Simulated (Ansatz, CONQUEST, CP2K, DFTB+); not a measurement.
# CP2K runs on liquid (Li,Na)Cl at 1200 K (62 atoms)

How do the settings of CP2K change the result for liquid (Li,Na)Cl at 1200 K (62 atoms)? A plane-wave run serves as the yardstick.

Method: the method is named at each step, in CP2K 2026.2.

**1. Set-up**

The cell holds 62 atoms: 13 Li, 18 Na and 31 Cl. Its edges and angles: a = 12.548 Å, b = 12.548 Å, c = 12.548 Å, α = 90.0°, β = 90.0°, γ = 90.0°. 62 atoms (13 Li, 18 Na, 31 Cl) placed at random at 1.54 g/cm³, melted at 1600 K for 10 ps at fixed volume with the Lennard-Jones and Coulomb ion parameters for SPC/E (Joung and Cheatham, J. Phys. Chem. B 112, 9020 (2008)), full charges. Snapshot at the end of a hold of 15 ps at 1200 K and zero pressure. Then every atom was moved at random, 0.03 Å r.m.s. a Cartesian component.

The yardstick, on the same geometry:

```
method                                           : Kohn-Sham DFT, PBE, PAW, plane waves (Ansatz 0.2.0); cutoff 420 eV, Γ point, fermi-dirac smearing of 0.05 eV; PAW set soft_2
r.m.s. force component                           : 0.2761 eV/Å
longest force                                    : 1.005 eV/Å
pressure                                         : -1.403 GPa
gap (highest filled to lowest empty level) : 3.471 eV
SCF cycles                                       : 8
time                                             : 9.8 s on 4 threads of Intel Xeon Platinum 8488C (Sapphire Rapids), shared host
CPU time                                         : 37 s
```

**2. GFN1-xTB, diagonalisation**

Method: GFN1-xTB tight binding (the program's own implementation), diagonalisation.

input.inp

```
&GLOBAL
  PROJECT cell
  RUN_TYPE ENERGY_FORCE
  PRINT_LEVEL LOW
&END GLOBAL
&FORCE_EVAL
  METHOD QS
  STRESS_TENSOR ANALYTICAL
  &DFT
    &QS
      METHOD XTB
      &XTB
        GFN_TYPE 1
        DO_EWALD T
        CHECK_ATOMIC_CHARGES F
      &END XTB
    &END QS
    &SCF
      SCF_GUESS ATOMIC
      EPS_SCF 1.0E-06
      MAX_SCF 200
      ADDED_MOS 14
      &DIAGONALIZATION
        ALGORITHM STANDARD
      &END DIAGONALIZATION
      &SMEAR ON
        METHOD FERMI_DIRAC
        ELECTRONIC_TEMPERATURE [K] 580
      &END SMEAR
      &MIXING
        METHOD BROYDEN_MIXING
        ALPHA 0.3
        NBROYDEN 8
      &END MIXING
      &PRINT
        &RESTART OFF
        &END RESTART
      &END PRINT
    &END SCF
    &PRINT
      &MULLIKEN ON
      &END MULLIKEN
    &END PRINT
  &END DFT
  &SUBSYS
    &CELL
      A 12.54812 0.00000 0.00000
      B 0.00000 12.54812 0.00000
      C 0.00000 0.00000 12.54812
    &END CELL
    &TOPOLOGY
      COORD_FILE_NAME structure.xyz
      COORD_FILE_FORMAT XYZ
    &END TOPOLOGY
  &END SUBSYS
  &PRINT
    &FORCES ON
    &END FORCES
    &STRESS_TENSOR ON
    &END STRESS_TENSOR
  &END PRINT
&END FORCE_EVAL
```

structure.xyz

```xyz
62

Li 7.02594 12.02675 2.20834
Li 2.94228 12.13867 0.58675
Li 5.44576 8.60374 4.29886
Li 6.18610 3.01356 5.00369
Li 6.08195 3.21081 8.44526
Li 8.72747 8.52017 9.58250
Li 10.76265 9.97475 7.26248
Li 8.39331 6.14557 5.86712
Li 9.33555 4.16347 10.02206
Li 3.91275 5.25139 10.69639
Li 1.27250 2.38214 3.81099
Li 6.63068 10.72350 7.21228
Li 2.04447 8.46672 0.15773
Na 5.15602 11.37349 10.04665
Na 5.68681 8.35943 0.10440
Na 6.17669 2.29179 0.47896
Na 10.64633 12.18636 4.69149
Na 12.24910 7.14628 8.93062
Na 0.28898 3.83019 12.12889
Na 2.16681 4.42710 6.96132
Na 9.74274 8.73023 2.94755
Na 10.29084 2.15740 1.86126
Na 4.17601 5.79598 3.35788
Na 10.15632 1.96842 7.33638
Na 3.96157 0.20391 5.40711
Na 11.54264 4.97483 4.64707
Na 1.06672 11.67364 9.46718
Na 10.61885 10.73692 12.14645
Na 1.38632 8.34124 3.52176
Na 8.56710 6.24332 0.89267
Na 4.62787 7.46550 7.69225
Cl 0.73770 1.28054 11.87102
Cl 9.41448 6.37005 3.49377
Cl 2.80137 0.39853 2.99586
Cl 4.81973 9.96898 6.10403
Cl 5.26845 5.27761 0.13339
Cl 6.84538 9.42063 2.52255
Cl 10.90808 9.57484 9.53406
Cl 8.79234 10.93619 6.05259
Cl 9.47747 12.22639 1.79576
Cl 1.70504 5.98094 10.50817
Cl 8.18690 3.18735 6.34420
Cl 11.67377 8.01298 6.32701
Cl 11.41502 2.03066 4.44241
Cl 5.70701 0.51610 7.74621
Cl 5.15941 12.19326 12.42979
Cl 8.71730 8.73023 12.23843
Cl 12.34835 11.92611 6.96145
Cl 12.00604 3.81149 7.61734
Cl 3.39464 3.20780 4.59249
Cl 6.91828 2.34022 3.04944
Cl 2.60474 10.30075 11.42444
Cl 3.66593 8.04585 2.01033
Cl 4.54744 4.95262 8.33597
Cl 2.72784 6.83132 5.89636
Cl 6.28949 6.44195 4.94132
[... 2 atom lines left out ...]
Cl 12.24797 9.48550 1.45847
Cl 7.62901 2.54363 10.02018
Cl 10.12658 4.24641 12.46618
Cl 6.34910 9.14871 8.96463
```

On the command line:

```sh
$ OMP_NUM_THREADS=1 cp2k.psmp -i input.inp > output.txt
```

Numbers of over 12 decimals in the logs are rounded to 6 here.

Output:

```text
CP2K| version string:                                       CP2K version 2026.2
 CP2K| Input file name                                                 input.inp
 GLOBAL| Basis set file name                                           BASIS_SET
 GLOBAL| Potential file name                                           POTENTIAL
 GLOBAL| Run type                                                   ENERGY_FORCE
 GLOBAL| Total number of message passing processes                             1
 GLOBAL| Number of threads for this process                                    1
                  #####   #####        #          ####### ######
                 #     # #     #      #              #    #     #
                 #     # #           #    ##   ##    #    #     #
                 #     #  #####     #      ## ##     #    ######
                 #   # #       #   #        ###      #    #     #
                 #    #  #     #  #        ## ##     #    #     #
                  #### #  #####  #        ##   ##    #    ######
                                   GFN1-xTB
                                 Version 1.1
                            J. Hutter and A. Hehn
 EWALD| Summation is done by:                                               SPME
 EWALD| Alpha parameter [       ANGSTROM^-1]                              0.3500
 EWALD| Real Space Cutoff [          ANGSTROM]                            9.6398
 EWALD| G-space max. Miller index                         45        45        45
 EWALD| Spline interpolation order                                             6
 TOTAL NUMBERS AND MAXIMUM NUMBERS
  Total number of            - Atomic kinds:                                   3
                             - Atoms:                                         62
                             - Shell sets:                                   155
                             - Shells:                                       155
                             - Primitive Cartesian functions:                930
                             - Cartesian basis functions:                    434
                             - Spherical basis functions:                    403
  Maximum angular momentum of the orbital basis functions:                     2
 SCF PARAMETERS         Density guess:                                    ATOMIC
                        max_scf:                                             200
                        eps_scf:                                        1.00E-06
                        added MOs                                        14    0
                        Mixing method:                            BROYDEN_MIXING
                                                charge density mixing in g-space
                        Smear method:                                FERMI_DIRAC
                        Electronic temperature [K]:                        580.0
                        Electronic temperature [a.u.]:                  1.84E-03
                        Accuracy threshold:                             1.00E-10
 Extrapolation method: initial_guess
 Number of electrons:                                                        248
 Number of occupied orbitals:                                                124
 Number of molecular orbitals:                                               138
 Number of orbital functions:                                                403
 Number of independent orbital functions:                                    403
 SCF WAVEFUNCTION OPTIMIZATION
  Step     Update method      Time    Convergence         Total energy    Change
     1 NoMix/Diag. 0.30E+00    0.1     0.03529168      -145.6591441546 -1.46E+02
     2 Mixing/Diag.0.30E+00    0.1     0.07805998      -145.8555559518 -1.96E-01
     3 Broy./Diag. 0.30E+00    0.1     0.07666686      -145.4793037592  3.76E-01
     4 Broy./Diag. 0.30E+00    0.1     0.00742411      -145.5916370073 -1.12E-01
     5 Broy./Diag. 0.30E+00    0.1     0.02031020      -145.6541383325 -6.25E-02
     6 Broy./Diag. 0.30E+00    0.1     0.00289729      -145.6669764678 -1.28E-02
     7 Broy./Diag. 0.30E+00    0.1     0.00705683      -145.6953650066 -2.84E-02
     8 Broy./Diag. 0.30E+00    0.1     0.00064670      -145.6903935404  4.97E-03
[...]
27 Broy./Diag. 0.30E+00    0.1     0.00000526      -145.6899147420  5.66E-06
    28 Broy./Diag. 0.30E+00    0.1     0.00000116      -145.6899162032 -1.46E-06
    29 Broy./Diag. 0.30E+00    0.1     0.00000033      -145.6899175218 -1.32E-06
  *** SCF run converged in    29 steps ***
  Core Hamiltonian energy:                                   -145.693071
  Repulsive potential energy:                                   0.050963
  Electronic energy:                                            0.049016
  DFTB3 3rd order energy:                                       0.104324
  Dispersion energy:                                           -0.201148
  Correction for halogen bonding:                               0.000000
  Electronic entropic energy:                                  -0.000000
  Fermi energy:                                                -0.218196
  Total energy:                                              -145.689918
  Total energy (extrapolated to T->0):                       -145.689918
 MULLIKEN POPULATION ANALYSIS
  # Atom   Element   Kind        Atomic population                    Net charge
       1     Li         1                 0.504040                      0.495960
       2     Li         1                 0.520335                      0.479665
       3     Li         1                 0.531901                      0.468099
       4     Li         1                 0.528024                      0.471976
       5     Li         1                 0.539514                      0.460486
       6     Li         1                 0.530895                      0.469105
[...]
60     Cl         3                 7.603808                     -0.603808
      61     Cl         3                 7.699109                     -0.699109
      62     Cl         3                 7.629463                     -0.629463
 # Total charge                         248.000000                     -0.000000
 ENERGY| Total FORCE_EVAL ( QS ) energy [hartree]           -145.689915
 FORCES| Atomic forces [hartree/bohr]
 FORCES|   Atom     x               y               z               |f|
 FORCES|      1  4.20959187E-03 -3.88166333E-03 -1.97415784E-03   6.05683689E-03
 FORCES|      2 -2.81999594E-03  2.81166929E-03  3.01476928E-03   4.99466667E-03
 FORCES|      3  2.02138203E-03 -1.52551790E-03 -2.54954804E-03   3.59351991E-03
 FORCES|      4  1.55238160E-03  3.54661239E-03  2.38557796E-03   4.54745316E-03
 FORCES|      5  6.43453371E-03 -4.53102581E-03 -4.56865644E-03   9.09978245E-03
 FORCES|      6 -7.16504555E-04 -3.60055039E-03  1.17753678E-03   3.85537739E-03
[...]
FORCES|     60  8.29769848E-04  6.62785192E-03  2.51645504E-03   7.13789079E-03
 FORCES|     61 -3.46513563E-03 -2.31232427E-04 -7.07378440E-03   7.88029562E-03
 FORCES|     62  4.60879929E-03 -1.66635766E-04  7.75318678E-03   9.02112541E-03
 FORCES| Sum    -2.16840434E-16  2.36437389E-16 -7.44196371E-16
 FORCES| Total atomic force                                       8.10401537E-16
 STRESS| Analytical stress tensor [bar]
 STRESS|                        x                   y                   z
 STRESS|      x       -3.76902724917E+04   2.03695884651E+03  -1.02354535589E+03
 STRESS|      y        2.03695884651E+03  -3.45443723435E+04   1.49453900739E+03
 STRESS|      z       -1.02354535589E+03   1.49453900739E+03  -3.37676277975E+04
 STRESS| 1/3 Trace                                            -3.53340908776E+04
```

Run time: 5 s. Hardware: 1 thread of Intel Xeon Platinum 8488C (Sapphire Rapids), shared host; peak memory 0.24 GiB.

Banners, paths, timers and routine set-up lines are dropped from the logs unmarked, and long logs keep their key lines alone; longer cuts are marked.

Compared with the plane-wave run:

```
r.m.s. force component                  : 0.1961 eV/Å
r.m.s. difference of force components   : 124.2 meV/Å
longest difference of force vectors     : 382.8 meV/Å
force difference over r.m.s. force      : 44.99 %
slope of forces against the reference's : 0.6509
correlation of force components         : 0.9166
pressure                                : -3.533 GPa
pressure difference                     : -2.131 GPa
```

Length of the force difference by element (eV/Å):

```csv
element,atoms,mean,most
Cl,31,0.22,0.38
Li,13,0.19,0.26
Na,18,0.19,0.38
```

A closer look about Cl55, whose charge lies farthest from its element's mean: 11 atoms, nearest first, numbered in the order of the input, with positions taken from that point.

```csv
atom,x,y,z,distance (Å),bonds,Mulliken charge (e),Fx,Fy,Fz (eV/Å)
Cl55,0.00,0.00,0.00,0.00,4,-0.76,-0.051,-0.015,-0.237
Na20,-0.56,-2.40,1.06,2.69,4,0.79,-0.048,0.073,-0.101
Na31,1.90,0.63,1.80,2.69,4,0.80,0.045,0.124,-0.314
Na23,1.45,-1.04,-2.54,3.10,4,0.80,-0.044,-0.190,0.182
Na29,-1.34,1.51,-2.37,3.12,3,0.79,-0.023,-0.114,0.136
Cl54,1.82,-1.88,2.44,3.58,4,-0.58,0.153,-0.477,0.477
Li3,2.72,1.77,-1.60,3.62,3,0.47,0.104,-0.078,-0.131
Cl56,3.56,-0.39,-0.96,3.71,3,-0.58,-0.120,0.114,0.224
Cl35,2.09,3.14,0.21,3.78,4,-0.61,-0.143,0.008,-0.328
Cl43,-3.60,1.18,0.43,3.82,2,-0.69,0.035,-0.050,-0.041
Cl50,0.67,-3.62,-1.30,3.91,4,-0.63,0.205,0.120,0.354
```

Forces lie 45 % from the reference's, at 0.10 times its CPU time (on 1 against 4 cores).

**3. PBE, DZVP-MOLOPT-SR, 600/60 Ry, diagonalisation**

Method: Kohn-Sham DFT, PBE, GTH-PBE pseudopotentials, Gaussian and plane waves, DZVP-MOLOPT-SR-GTH, diagonalisation.

input.inp

```
&GLOBAL
  PROJECT cell
  RUN_TYPE ENERGY_FORCE
  PRINT_LEVEL LOW
&END GLOBAL
&FORCE_EVAL
  METHOD QS
  STRESS_TENSOR ANALYTICAL
  &DFT
    BASIS_SET_FILE_NAME BASIS_MOLOPT
    POTENTIAL_FILE_NAME GTH_POTENTIALS
    &MGRID
      CUTOFF 600
      REL_CUTOFF 60
      NGRIDS 5
    &END MGRID
    &QS
      EPS_DEFAULT 1.0E-12
    &END QS
    &SCF
      SCF_GUESS ATOMIC
      EPS_SCF 1.0E-06
      MAX_SCF 200
      ADDED_MOS 14
      &DIAGONALIZATION
        ALGORITHM STANDARD
      &END DIAGONALIZATION
      &SMEAR ON
        METHOD FERMI_DIRAC
        ELECTRONIC_TEMPERATURE [K] 580
      &END SMEAR
      &MIXING
        METHOD BROYDEN_MIXING
        ALPHA 0.3
        NBROYDEN 8
      &END MIXING
      &PRINT
        &RESTART OFF
        &END RESTART
      &END PRINT
    &END SCF
    &XC
      &XC_FUNCTIONAL PBE
      &END XC_FUNCTIONAL
    &END XC
    &PRINT
      &MULLIKEN ON
      &END MULLIKEN
      &HIRSHFELD ON
        SHAPE_FUNCTION DENSITY
      &END HIRSHFELD
      &MO ON
        EIGENVALUES T
        OCCUPATION_NUMBERS T
        MO_INDEX_RANGE 198 221
        &EACH
          QS_SCF 0
        &END EACH
        ADD_LAST NUMERIC
      &END MO
    &END PRINT
  &END DFT
  &SUBSYS
    &CELL
      A 12.54812 0.00000 0.00000
      B 0.00000 12.54812 0.00000
      C 0.00000 0.00000 12.54812
    &END CELL
    &COORD
      Li 7.02594 12.02675 2.20834
      Li 2.94228 12.13867 0.58675
      Li 5.44576 8.60374 4.29886
      Li 6.18610 3.01356 5.00369
      Li 6.08195 3.21081 8.44526
      Li 8.72747 8.52017 9.58250
      Li 10.76265 9.97475 7.26248
      Li 8.39331 6.14557 5.86712
      Li 9.33555 4.16347 10.02206
      Li 3.91275 5.25139 10.69639
      Li 1.27250 2.38214 3.81099
      Li 6.63068 10.72350 7.21228
      Li 2.04447 8.46672 0.15773
      Na 5.15602 11.37349 10.04665
      Na 5.68681 8.35943 0.10440
      Na 6.17669 2.29179 0.47896
      Na 10.64633 12.18636 4.69149
      Na 12.24910 7.14628 8.93062
      Na 0.28898 3.83019 12.12889
      Na 2.16681 4.42710 6.96132
[... 38 atom lines left out ...]
      Cl 12.24797 9.48550 1.45847
      Cl 7.62901 2.54363 10.02018
      Cl 10.12658 4.24641 12.46618
      Cl 6.34910 9.14871 8.96463
    &END COORD
    &KIND Li
      BASIS_SET DZVP-MOLOPT-SR-GTH-q3
      POTENTIAL GTH-PBE-q3
    &END KIND
    &KIND Na
      BASIS_SET DZVP-MOLOPT-SR-GTH-q9
      POTENTIAL GTH-PBE-q9
    &END KIND
    &KIND Cl
      BASIS_SET DZVP-MOLOPT-SR-GTH-q7
      POTENTIAL GTH-PBE-q7
    &END KIND
  &END SUBSYS
  &PRINT
    &FORCES ON
    &END FORCES
    &STRESS_TENSOR ON
    &END STRESS_TENSOR
  &END PRINT
&END FORCE_EVAL
```

On the command line:

```sh
$ OMP_NUM_THREADS=2 cp2k.psmp -i input.inp > output.txt
```

Output:

```text
CP2K| version string:                                       CP2K version 2026.2
 CP2K| Input file name                                                 input.inp
 GLOBAL| Basis set file name                                        BASIS_MOLOPT
 GLOBAL| Potential file name                                      GTH_POTENTIALS
[... lines left out ...]
 Number of electrons:                                                        418
[... lines left out ...]
  Step     Update method      Time    Convergence         Total energy    Change
[... lines left out ...]
  *** SCF run converged in    17 steps ***
[... lines left out ...]
  Fermi energy:                                                 0.013044
  Total energy:                                             -1425.564331
  Total energy (extrapolated to T->0):                      -1425.564331
[... lines left out ...]
 MO| E(Fermi):            0.013044 a.u.          0.354951 eV
[... lines left out ...]
 ENERGY| Total FORCE_EVAL ( QS ) energy [hartree]          -1425.564354
[... lines left out ...]
 FORCES|      1  4.50190274E-03 -6.48956453E-03 -4.70076174E-04   7.91217718E-03
 FORCES|      2 -7.42780416E-03  4.54528926E-03  5.57059669E-03   1.03374792E-02
 FORCES|      3  5.25921027E-03  2.58500280E-03 -1.30557769E-03   6.00383754E-03
[...]
FORCES|     61 -2.64091056E-03 -2.66125709E-03 -7.04129644E-03   7.97725225E-03
 FORCES|     62  5.23688200E-03  8.17321345E-04  1.20768625E-02   1.31887663E-02
 FORCES| Sum    -1.64879550E-02  2.02547198E-02  5.08661496E-02
 FORCES| Total atomic force                                       5.71792927E-02
 STRESS| Analytical stress tensor [bar]
 STRESS|                        x                   y                   z
 STRESS|      x       -1.27655922718E+04   1.71008372520E+03  -5.48211936199E+02
 STRESS|      y        1.71008372520E+03  -1.06733281816E+04   2.00942199540E+03
 STRESS|      z       -5.48211936199E+02   2.00942199540E+03  -1.69719746042E+04
 STRESS| 1/3 Trace                                            -1.34702983525E+04
```

Wall time 2.3 min (2 threads); peak memory 4.8 GiB.

Numbers from this run, and their distance from the reference:

- r.m.s. force component: 0.3554 eV/Å
- r.m.s. difference of force components: 214 meV/Å
- longest difference of force vectors: 1243 meV/Å
- force difference over r.m.s. force: 77.51 %
- slope of forces against the reference's: 1.028
- correlation of force components: 0.7993
- gap (highest filled to lowest empty level): 3.285 eV
- gap difference: -0.1854 eV
- pressure: -1.347 GPa
- pressure difference: 0.0557 GPa

This is a coarse setting, run to see what it loses.

Against the first run (45 %), the force difference from the reference is 78 %, at 60 times the CPU time (on 2 against 1 cores) (17 SCF steps against 29).

The difference per atom is largest on Na (0.62 eV/Å on average, against 0.064 on Li). The forces add up to 2.9 eV/Å instead of zero, usually a sign of too coarse a grid.

**4. All runs compared**

Differences are against the plane-wave reference, forces as r.m.s. over components; share is that over the reference's r.m.s. force, slope the least-squares factor from reference forces to these. Total energies of different programs have different zeros and aren't compared.

```csv
run,"Δ force, r.m.s. (meV/Å)",share (%),slope,Δ pressure (GPa),Δ gap (eV),cores,CPU time,memory (GiB)
reference,-,-,-,-,-,4,37 s,2.0
"CP2K GFN1-xTB, diagonalisation",124,45.0,0.651,-2.13,-,1,3.8 s,0.24
"CP2K PBE, DZVP-MOLOPT-SR, 600/60 Ry, diagonalisation (coarse)",214,77.5,1.028,0.0557,-0.185,2,3.8 min,4.8
```

Rows marked coarse were listed beforehand as settings not expected to be converged; some can still land near the reference.

CPU time is summed over cores on a shared host, where runs went side by side, so it is rough. Symmetry, cutoffs, thresholds, outputs and thread counts weren't matched or tuned between programs; memory under MPI is the largest rank's times the ranks.

**5. Outcome**

| Property | Result |
| --- | --- |
| nearest in forces | CP2K GFN1-xTB, diagonalisation, 45 % |
| its CPU time | 3.8 s |

Tight binding differs by 45 % (CP2K GFN1-xTB, diagonalisation); it is another model, with fitted parameters of its own, and the xTB methods hold dispersion. Runs with settings chosen to be coarse differ by 78 % (CP2K PBE, DZVP-MOLOPT-SR, 600/60 Ry, diagonalisation), their programs' other errors included. One electronic-structure run takes under half the reference's CPU time: CP2K GFN1-xTB, diagonalisation, at 45 % in 3.8 s against 37 s; its pressure misses by -2.1 GPa. At the same functional, the gap of CP2K PBE, DZVP-MOLOPT-SR, 600/60 Ry, diagonalisation lies 0.19 eV below the reference's 3.47 eV. Periodic xTB results under one method name differ between programs and library versions. The frame stands for 1200 K, but pressures are static and levels are smeared at 580 K. The network of bonds at the start is that of the classical potential that made the cell, and needn't be the one that DFT or experiment would give. The ion parameters were fitted for water, not for melts, so the density of this cell may lie well off the real melt's. The electronic-structure runs sample only Γ, in a cell whose shortest periodic width is 13 Å.

[Also dropped from logs without a mark: logging warnings of Python, and SIESTA's first energy breakdown and zero terms.]

[Logs are printed without paths, hosts, clocks, repeated set-up lines and the standing remarks that a program may print on its own settings, such as how far it seeks lower states.]

[Hosts, paths, dates, database ids (printed as entryN), source tags and the programs' standing remarks are cut or masked in the printed files.]
